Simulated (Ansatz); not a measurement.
# Lattice dynamics of Ti2CO2 monolayer, part 2 of 2

Wanted: vibrations and spectra of Ti2CO2 monolayer; the cell is already relaxed. After the zone centre comes a 4×4×1 q mesh on a 20×20×1 k mesh.

Ansatz 0.2.0; DFT LDA, scalar-relativistic, plane waves, PAW.

So far. Step 2 (Zone-centre response): Before it was imposed, the acoustic sum rule was missed by 6.3e-5 eV/Å² and the charge sum rule by 0.0032 e. Small misses are needed for a sound result but don't prove that mesh and cutoff are converged. The lowest optical mode is real, 143 cm⁻¹.

## (3) The dispersion

Stability and thermal properties need the whole zone. Linear response on a 4×4×1 q mesh gives force constants as far as a supercell of that size would, and the tensors from the zone-centre run are typed in so that the long-range dipole term is interpolated apart.

The input, input.yaml:

```yaml
crystal:
  lattice:
    - [2.9765392907, 0.0, 0.0]
    - [-1.4882696454, 2.5777586411, 0.0]
    - [0.0, 0.0, 32.6]
  atoms:
    - { symbol: C, position: [0.0, 0.0, 0.3067484663] }
    - { symbol: Ti, position: [0.3333333333, 0.6666666667, 0.3462553649] }
    - { symbol: Ti, position: [0.6666666667, 0.3333333333, 0.2672415676] }
    - { symbol: O, position: [0.6666666667, 0.3333333333, 0.3735501064] }
    - { symbol: O, position: [0.3333333333, 0.6666666667, 0.2399468261] }
  periodic: [true, true, false]
kpoints:
  mp_grid: { grid: [20, 20, 1] }
hamiltonian:
  xc: lda
scf:
  occupations: { method: fixed }
output:
  eigenvalues: true
phonons:
  method: dfpt
  qmesh: [4, 4, 1]
  temperatures: { t_max: 1000, t_step: 50 }
  qpath:
    path:
      - [0.0, 0.0, 0.0]
      - [0.5, 0.0, 0.0]
      - [0.33333333, 0.33333333, 0.0]
      - [0.0, 0.0, 0.0]
    npoints: 10
  isolated: true
  non_analytic_term:
    high_frequency_dielectric_tensor: [[5.3112, 0.0, 0.0], [0.0, 5.3112, 0.0], [0.0, 0.0, 1.1647]]
    born_effective_charges:
      - { species: C, tensor: [[-5.7953, 0.0, 0.0], [0.0, -5.7953, 0.0], [0.0, 0.0, -0.2366]] }
      - { species: Ti, tensor: [[7.0086, 0.0, 0.0], [0.0, 7.0086, 0.0], [0.0, 0.0, 0.4416]] }
      - { species: Ti, tensor: [[7.0086, 0.0, 0.0], [0.0, 7.0086, 0.0], [0.0, 0.0, 0.4416]] }
      - { species: O, tensor: [[-4.111, 0.0, 0.0], [0.0, -4.111, 0.0], [0.0, 0.0, -0.3233]] }
      - { species: O, tensor: [[-4.111, 0.0, 0.0], [0.0, -4.111, 0.0], [0.0, 0.0, -0.3233]] }
    source: "zone-centre run at this cell"
```

Launch:

```sh
> ansatz run input.yaml --threads 4 --pin off --max-ram 14336MiB --backend cpu --events-out ev --progress --plain --runs-dir out
```

Numbers of over 12 decimals in the logs are rounded to 6 here.

Output:

```text
Warning: phonons: the dynamical matrix that this run interpolates holds no multipole term above the dipole-dipole one, and a site of this crystal is no centre of inversion, so its interpolated transverse optical and acoustic branches and sound speeds can stay off near Gamma, and the density of states and the thermodynamics with them. What a run solves at a wave vector of phonons.qpoints, Gamma apart, where the deck admits one, is free of this, and under fd what a larger phonons.supercell samples
[...]
Crystal: 5 atoms, lattice volume = 250.133 Å³
Basis set: ecut = 420 eV, 4753 PW (Γ), exchange–correlation on 40×40×450 points (8 copies of the dense FFT grid, shifted against one another)
Bands: 25, of which v1, the nominal top of the filled ones, is band 20 counted from 1 (19 counted from 0)
Symmetry: 12 space group operations
k-points: 44 of 400 (irreducible under 6 space group operations, time reversal used)
[...]
SCF iter   1: F=—  HF=-6259.664266 eV  |F-HF|=—  |Δ(HF+E_count)|=         —  Δρ=7.01e-3  dr2=1.16e-1  ethr=1.77e-3  ⟨swp⟩=6.8  Hψ=6226  notcnv=0  defer=111
[...]
SCF iter  11: F=-6259.636507 eV  HF=-6259.636507 eV  |F-HF|=1.09e-10  |Δ(HF+E_count)|=  1.96e-10  Δρ=5.59e-8  dr2=3.85e-12  ethr=1.00e-12  ⟨swp⟩=22.0  Hψ=10766  notcnv=0
SCF 1 converged in 11 iterations: F = -6259.636507 eV  dr2 = 3.85e-12
[...]
NSCF: frozen V_eff on 44 k-points
[...]
DFPT response loops at q = (0, 0, 0) (fractional): preconditioner auto → none (the input reference at scf.mixing.eps_inf says where Resta's filter doesn't serve); β = 0.50; Broyden in place of MSR1
[...]
SCF converged after 11 iterations
Free energy (F): -6259.636507 eV
[...]
Internal energy: -6259.636507 eV  (E = F + TS)
E sigma→0 (E₀):  -6259.636507 eV
Fermi energy:    -5.994613 eV
[...]
--- Band table (eV; the first three rows and the last of 44) ---
  k-point 0: bands = [... 16 lower, -10.7904, -7.1967, -5.9946, -5.9946, -5.3964, -5.3964, -4.5238, -4.5238, ... 1 higher]
  k-point 1: bands = [... 16 lower, -10.7069, -7.1404, -6.3693, -6.2511, -5.2203, -5.1378, -4.6375, -4.5157, ... 1 higher]
  k-point 2: bands = [... 16 lower, -10.5204, -7.0737, -6.9902, -6.6455, -5.2032, -4.7961, -4.5573, -4.4273, ... 1 higher]
  k-point 43: bands = [... 16 lower, -10.2806, -9.3000, -8.9646, -8.8953, -4.8668, -4.3999, -4.3946, -3.5224, ... 1 higher]
--- Phonons (Γ-DFPT): 10 representative perturbations + reference (Σ response iterations 51) ---
  ASR residual: 6.418e-5 → 0.000e0 eV/Å²; symmetrization residual: 8.637e-6 eV/Å²
[...]
ASR residual per site (eV/Å²): 6.42e-5 2.36e-5 2.13e-5 4.50e-5 4.32e-5
[...]
--- Phonons (arbitrary-q DFPT): 4 irreducible q on the 4×4×1 mesh ---
  q = [0.0000, 0.0000, 0.0000] (star 1, of the zone-centre solve; hermiticity 6.19e-7, symmetrization 4.87e-11, taken by the last average 1.04e-7): -0.00 -0.00 -0.00 142.76 142.76 279.07 279.07 295.94 447.01 447.01 540.19 540.19 601.57 612.16 782.05
  q = [0.0000, 0.2500, 0.0000] (star 6, 15 solved perturbations on 210 of 400 k-point pairs; hermiticity 3.92e-7, symmetrization 1.32e-8, taken by the last average 1.46e-7): 132.73 146.38 182.71 251.74 261.50 310.15 349.41 383.75 418.89 499.29 552.24 563.37 577.95 695.54 741.38
[...]
q = [0.2500, 0.2500, 0.0000] (star 6, 10 solved perturbations in 3050 linear systems a pass and spin channel, the states on 400 of 400 k-point pairs; hermiticity 2.51e-7, symmetrization 4.24e-11, taken by the last average 7.54e-8): 157.47 211.82 217.11 294.06 344.06 390.12 431.07 437.97 449.13 458.24 533.85 541.36 614.38 682.46 698.72
  sum rule: each row above includes the acoustic sum rule's correction from the zone centre's row sums; it moved no ω² by more than (1.21 cm⁻¹)²
  mesh force constants: q→R imaginary residual 2.55e-18; ASR residual 6.418e-5 → 0.000e0 eV/Å²; symmetrization residual 1.066e-14 eV/Å²
  interpolated dispersion: 31 rows × 15 modes
  density of states and harmonic sums: on the 24×24×1 q-mesh, interpolated from the force constants of a 4×4×1 supercell (with the dipole–dipole term of supplied tensors)
  largest difference from the sums on the solved wave vectors: F 3.60e-2 eV, S 5.20e-5 and C_V 1.54e-5 eV/K
  zero-point energy: 0.386473 eV/cell   skipped modes (ω ≤ 0): 3   left out of the sums: 3.47e-4 of the cell's modes: C_V's classical limit lies that fraction below 3 k_B per atom; for a crystal, a wire or a layer, F and S can be off by more, and a phonons.interpolated_qmesh denser along its periods is the remedy for the sampling
```

Elapsed: 30 min, on 4 threads of Arm Neoverse V1, shared host; peak memory 4.8 GiB.

Numbers from this step:

```
gap on the k-mesh                                       : 0.2653 eV
sum-rule residual before enforcement                    : 6.42e-5 eV/Å²
lowest frequency on the path                            : 0 cm⁻¹
highest frequency on the path or at a solved wavevector : 782.0 cm⁻¹
mean frequency                                          : 414.4 cm⁻¹
lowest optical zone-centre mode                         : 142.8 cm⁻¹
lowest mode on the q mesh (acoustic modes at Γ apart)   : 132.7 cm⁻¹
zero-point energy per atom                              : 77.29 meV
heat capacity at 300 K                                  : 17.80 J/(mol atoms K)
vibrational entropy at 300 K                            : 14.83 J/(mol atoms K)
```

Frequencies (cm⁻¹) solved at each irreducible wavevector; negative means imaginary. Frequencies by wavevector, by row:

```csv
q in reciprocal lattice units,star,mode 1,mode 2,mode 3,mode 4,mode 13,mode 14,mode 15
0 0 0,1,0,0,0,142.8,601.6,612.2,782
0 0.25 0,6,132.7,146.4,182.7,251.7,578,695.5,741.4
0 -0.5 0,3,181.1,186.7,199.8,206.8,574.7,652.7,733.2
0.25 0.25 0,6,157.5,211.8,217.1,294.1,614.4,682.5,698.7
```

Interpolated from a 4×4×1 q mesh, with the LO-TO term (at Γ the limit along the path; where Γ stands inside the path, tables give the limit on arrival). Phonon branches along the path, in cm⁻¹:

```
  point  branch 1  branch 2  branch 3  branch 4  branch 12  branch 13  branch 14  branch 15
      Γ         0         0         0       143        540        602        612        782
halfway       133       146       183       252        563        578        696        741
      M       181       187       200       207        531        575        653        733
halfway       173       193       217       286        549        607        650        727
      K       176       176       252       359        522        644        695        695
halfway       136       171       204       256        563        568        701        725
      Γ         0         0         0       143        540        602        612        782
```

Tetrahedra on a 24×24×1 mesh, mean over bins of 10 cm-1. Interpolated from a 4×4×1 q mesh. Table of phonon density of states by wavenumber; read off at these points:

```csv
wavenumber (cm⁻¹),phonon density of states (1/cm⁻¹/cell)
5,6.0e-4
45,0.00186
75,0.00305
115,0.0062
155,0.0296
165,0.0411
195,0.0334
225,0.0166
265,0.0093
305,0.0140
335,0.029
375,0.0144
405,0.0425
415,0.0364
425,0.0709
455,0.0200
485,0.0220
525,0.0399
555,0.0586
565,0.0117
575,0.0576
595,0.0180
635,0.00483
675,0.0178
715,0.0152
745,0.00571
785,0.00101
```

The partial phonon density of states has structure finer than the step of the table below, so its rows give means over 25 cm⁻¹, whole bins alone (the curve runs from -10 to 816 cm⁻¹). Peaks (cm⁻¹: height): C 420.9: 0.00352, 550.7: 0.0227, 659.8: 0.0125, 706.5: 0.0157, 737.6: 0.0159; O 426.1: 0.0551, 571.5: 0.0251; Ti 171.7: 0.0352, 208.1: 0.0370, 285.9: 0.0143, 337.9: 0.0162, 395.0: 0.0129, 571.5: 0.0107.

Phonopy on the run's constants, 21x21x1 mesh, Gaussian sigma 5.9 cm-1. Interpolated from a 4×4×1 q mesh. Partial phonon density of states against wavenumber; means over each step; values in 1/cm⁻¹/cell:

| wavenumber (cm⁻¹) | C | O | Ti |
| --- | --- | --- | --- |
| 25 | 1.1e-4 | 3.1e-4 | 9.4e-4 |
| 50 | 1.8e-4 | 4.9e-4 | 0.00155 |
| 75 | 2.3e-4 | 6.4e-4 | 0.00227 |
| 100 | 2.9e-4 | 8.3e-4 | 0.00360 |
| 125 | 3.6e-4 | 0.00107 | 0.00659 |
| 150 | 4.0e-4 | 0.00172 | 0.0221 |
| 175 | 2.1e-4 | 0.00141 | 0.0317 |
| 200 | 2.6e-4 | 0.00121 | 0.0339 |
| 225 | 3.1e-4 | 0.00118 | 0.0230 |
| 250 | 4.9e-4 | 0.00296 | 0.0159 |
| 275 | 4.0e-4 | 0.00292 | 0.0107 |
| 300 | 7.7e-4 | 0.00435 | 0.0112 |
| 325 | 0.00131 | 0.00729 | 0.0127 |
| 350 | 0.00136 | 0.00789 | 0.0104 |
| 375 | 0.00212 | 0.0119 | 0.00607 |
| 400 | 0.00310 | 0.0241 | 0.00978 |
| 425 | 0.00309 | 0.0454 | 0.00399 |
| 450 | 0.00185 | 0.0241 | 0.00211 |
| 475 | 0.00210 | 0.0137 | 0.00207 |
| 500 | 0.00156 | 0.0110 | 0.00212 |
| 525 | 0.00250 | 0.0159 | 0.00567 |
| 550 | 0.0171 | 0.0226 | 0.00813 |
| 575 | 0.00956 | 0.0191 | 0.00749 |
| 600 | 0.00554 | 0.00553 | 0.00162 |
| 625 | 0.00413 | 6.7e-4 | 2.0e-4 |
| 650 | 0.0102 | 9.5e-4 | 3.6e-4 |
| 675 | 0.0104 | 0.00192 | 5.2e-4 |
| 700 | 0.0137 | 0.00316 | 9.6e-4 |
| 725 | 0.0128 | 0.00317 | 8.1e-4 |
| 750 | 0.0104 | 0.00222 | 9.3e-4 |
| 775 | 0.00306 | 2.0e-4 | 2.6e-4 |
| 800 | 1.2e-4 | 2.6e-6 | 1.3e-5 |

Harmonic thermodynamic functions per atom, from the density of states. Interpolated from a 4×4×1 q mesh. Thermodynamic functions, by row:

```csv
T (K),F_vib (meV/atom),S (J/mol-atom/K),C_V (J/mol-atom/K)
0,77.29,0,0
100,76.52,2.458,5.132
200,70.93,8.556,12.99
300,58.76,14.83,17.8
400,40.46,20.34,20.38
500,16.87,25.06,21.82
600,-11.26,29.12,22.69
700,-43.32,32.66,23.25
800,-78.83,35.8,23.63
900,-117.4,38.59,23.89
1000,-158.7,41.12,24.08
```

Symmetry leaves 4 wavevectors to solve. The lowest mode among them, the acoustic zeros apart, lies at q = (0, 0.25, 0) and is real, 133 cm⁻¹.

## (4) Isotope substitution, element C, natural mass 12.011 amu

An isotope changes the mass and not the force constants, so no new electronic calculation is needed; the shifts show which modes move this element.

The same force constants with the mass of C changed from 12.011 to 13.003 u (phonopy, no LO-TO term). Both lists are sorted by frequency; levels can cross, so a row need not hold one and the same mode. Modes under 3 cm⁻¹ are left out. Isotope shifts, by row, the first 40 of 57 rows:

| q | rank | natural mass (cm⁻¹) | changed mass (cm⁻¹) |
| --- | --- | --- | --- |
| 0 0 0 | 4 | 142.8 | 142.8 |
| 0 0 0 | 5 | 142.8 | 142.8 |
| 0 0 0 | 6 | 279.1 | 276.5 |
| 0 0 0 | 7 | 279.1 | 276.5 |
| 0 0 0 | 8 | 295.9 | 295.9 |
| 0 0 0 | 9 | 447 | 447 |
| 0 0 0 | 10 | 447 | 447 |
| 0 0 0 | 11 | 540.2 | 525.9 |
| 0 0 0 | 12 | 540.2 | 525.9 |
| 0 0 0 | 13 | 601.6 | 601.4 |
| 0 0 0 | 14 | 612.2 | 612.2 |
| 0 0 0 | 15 | 782 | 754.5 |
| 0 0.25 0 | 1 | 132.7 | 132.4 |
| 0 0.25 0 | 2 | 146.4 | 146.3 |
| 0 0.25 0 | 3 | 182.7 | 182.7 |
| 0 0.25 0 | 4 | 251.7 | 251.5 |
| 0 0.25 0 | 5 | 261.5 | 260.9 |
| 0 0.25 0 | 6 | 310.1 | 309.9 |
| 0 0.25 0 | 7 | 349.4 | 346 |
| 0 0.25 0 | 8 | 383.8 | 382.1 |
| 0 0.25 0 | 9 | 418.9 | 418.6 |
| 0 0.25 0 | 10 | 499.3 | 496.6 |
| 0 0.25 0 | 11 | 552.2 | 536.8 |
| 0 0.25 0 | 12 | 563.4 | 562.8 |
| 0 0.25 0 | 13 | 578 | 575.2 |
| 0 0.25 0 | 14 | 695.5 | 676.9 |
| 0 0.25 0 | 15 | 741.4 | 719.1 |
| 0 -0.5 0 | 1 | 181.1 | 181.1 |
| 0 -0.5 0 | 2 | 186.7 | 186.7 |
| 0 -0.5 0 | 3 | 199.8 | 199.7 |
| 0 -0.5 0 | 4 | 206.8 | 206.6 |
| 0 -0.5 0 | 5 | 334.9 | 334 |
| 0 -0.5 0 | 6 | 408.8 | 408.2 |
| 0 -0.5 0 | 7 | 410.3 | 408.8 |
| 0 -0.5 0 | 8 | 419.4 | 415.9 |
| 0 -0.5 0 | 9 | 426.4 | 426.4 |
| 0 -0.5 0 | 10 | 524.2 | 513.3 |
| 0 -0.5 0 | 11 | 524.4 | 524.2 |
| 0 -0.5 0 | 12 | 531 | 524.3 |
| 0 -0.5 0 | 13 | 574.7 | 574.7 |

A mode of this element alone would shift by -3.89 %. The highest zone-centre frequency without the field goes from 782.0 to 754.5 cm⁻¹ (-3.5 %). The product of the frequency ratios over all optical modes at Γ is 0.897; the product rule, (m/m′)^(3k/2) (M′/M)^(3/2) with k = 1 such atoms and M the mass of the cell, gives 0.897.

## (5) Another isotope, element O, natural mass 15.999 amu

The same for O, from 16.00 to 18.00 u.

A mode of this element alone would shift by -5.72 %. The highest zone-centre frequency without the field goes from 782.0 to 781.9 cm⁻¹ (-0.0 %). The product of the frequency ratios over all optical modes at Γ is 0.733; the product rule, (m/m′)^(3k/2) (M′/M)^(3/2) with k = 2 such atoms and M the mass of the cell, gives 0.733.

## (6) Isotope substitution, element Ti, natural mass 47.867 amu

The same for Ti, from 47.87 to 49.94 u.

The same force constants with the mass of Ti changed from 47.867 to 49.945 u (phonopy, no LO-TO term). Both lists are sorted by frequency; levels can cross, so a row need not hold one and the same mode. Modes under 3 cm⁻¹ are left out. Isotope shifts, by row, the first 40 of 57 rows:

| q | rank | natural mass (cm⁻¹) | changed mass (cm⁻¹) |
| --- | --- | --- | --- |
| 0 0 0 | 4 | 142.8 | 140.1 |
| 0 0 0 | 5 | 142.8 | 140.1 |
| 0 0 0 | 6 | 279.1 | 277.2 |
| 0 0 0 | 7 | 279.1 | 277.2 |
| 0 0 0 | 8 | 295.9 | 291.7 |
| 0 0 0 | 9 | 447 | 445.9 |
| 0 0 0 | 10 | 447 | 445.9 |
| 0 0 0 | 11 | 540.2 | 540.2 |
| 0 0 0 | 12 | 540.2 | 540.2 |
| 0 0 0 | 13 | 601.6 | 598.7 |
| 0 0 0 | 14 | 612.2 | 608 |
| 0 0 0 | 15 | 782 | 780.6 |
| 0 0.25 0 | 1 | 132.7 | 130.5 |
| 0 0.25 0 | 2 | 146.4 | 143.5 |
| 0 0.25 0 | 3 | 182.7 | 179.2 |
| 0 0.25 0 | 4 | 251.7 | 247.3 |
| 0 0.25 0 | 5 | 261.5 | 257.5 |
| 0 0.25 0 | 6 | 310.1 | 305.3 |
| 0 0.25 0 | 7 | 349.4 | 348.8 |
| 0 0.25 0 | 8 | 383.8 | 382.6 |
| 0 0.25 0 | 9 | 418.9 | 418.4 |
| 0 0.25 0 | 10 | 499.3 | 497.6 |
| 0 0.25 0 | 11 | 552.2 | 552 |
| 0 0.25 0 | 12 | 563.4 | 560.7 |
| 0 0.25 0 | 13 | 578 | 575.5 |
| 0 0.25 0 | 14 | 695.5 | 693.5 |
| 0 0.25 0 | 15 | 741.4 | 740.5 |
| 0 -0.5 0 | 1 | 181.1 | 177.3 |
| 0 -0.5 0 | 2 | 186.7 | 182.8 |
| 0 -0.5 0 | 3 | 199.8 | 195.6 |
| 0 -0.5 0 | 4 | 206.8 | 202.5 |
| 0 -0.5 0 | 5 | 334.9 | 331.2 |
| 0 -0.5 0 | 6 | 408.8 | 404.6 |
| 0 -0.5 0 | 7 | 410.3 | 410.3 |
| 0 -0.5 0 | 8 | 419.4 | 417.9 |
| 0 -0.5 0 | 9 | 426.4 | 426.4 |
| 0 -0.5 0 | 10 | 524.2 | 521 |
| 0 -0.5 0 | 11 | 524.4 | 523.6 |
| 0 -0.5 0 | 12 | 531 | 530.7 |
| 0 -0.5 0 | 13 | 574.7 | 568.9 |

A mode of this element alone would shift by -2.10 %. The highest zone-centre frequency without the field goes from 782.0 to 780.6 cm⁻¹ (-0.2 %). The product of the frequency ratios over all optical modes at Γ is 0.920; the product rule, (m/m′)^(3k/2) (M′/M)^(3/2) with k = 2 such atoms and M the mass of the cell, gives 0.920.

## (7) Summary of results

| Quantity | Value |
| --- | --- |
| space group (within 0.01 Å) | P-3m1 |
| area per atom | 1.53 Å² |
| gap on the k-mesh | 0.265 eV |
| highest optical mode at the zone centre (no LO-TO term) | 782 cm⁻¹ |
| lowest optical zone-centre mode | 143 cm⁻¹ |
| largest Born charge (third of the trace) | 4.82 e |
| lowest mode on the q mesh (acoustic modes at Γ apart) | 133 cm⁻¹ |
| highest frequency on the path or at a solved wavevector | 782 cm⁻¹ |
| zero-point energy per atom | 77.3 meV |
| heat capacity at 300 K | 17.8 J/(mol atoms K) |
| vibrational entropy at 300 K | 14.8 J/(mol atoms K) |
| imaginary modes on the 4×4×1 q mesh | none |

In words: The structure is a minimum as far as tested: no mode is imaginary at the 4 irreducible wavevectors of the 4×4×1 mesh, and the softest away from the acoustic zeros lies at 133 cm⁻¹. Without the field, the optical modes at Γ span 143 to 782 cm⁻¹. The highest mode in this list at Γ, 782.0 cm⁻¹, is mostly motion of C (91 % of the kinetic energy). The strongest infrared line is at 278 cm⁻¹. In a sheet or slab the interpolated bending branch near Γ is rough, since the rotational sum rule isn't imposed. Dielectric tensors refer to the cell with its vacuum. The starting cell was built on a prototype and not taken from a measurement. These are harmonic frequencies at zero temperature: anharmonic shifts, linewidths and thermal expansion are left out.

[Logs are printed without paths, hosts, clocks, repeated set-up lines and the standing remarks that a program may print on its own settings, such as how far it seeks lower states.]

[Hosts, paths, dates, database ids (printed as entryN), source tags and the programs' standing remarks are cut or masked in the printed files.]
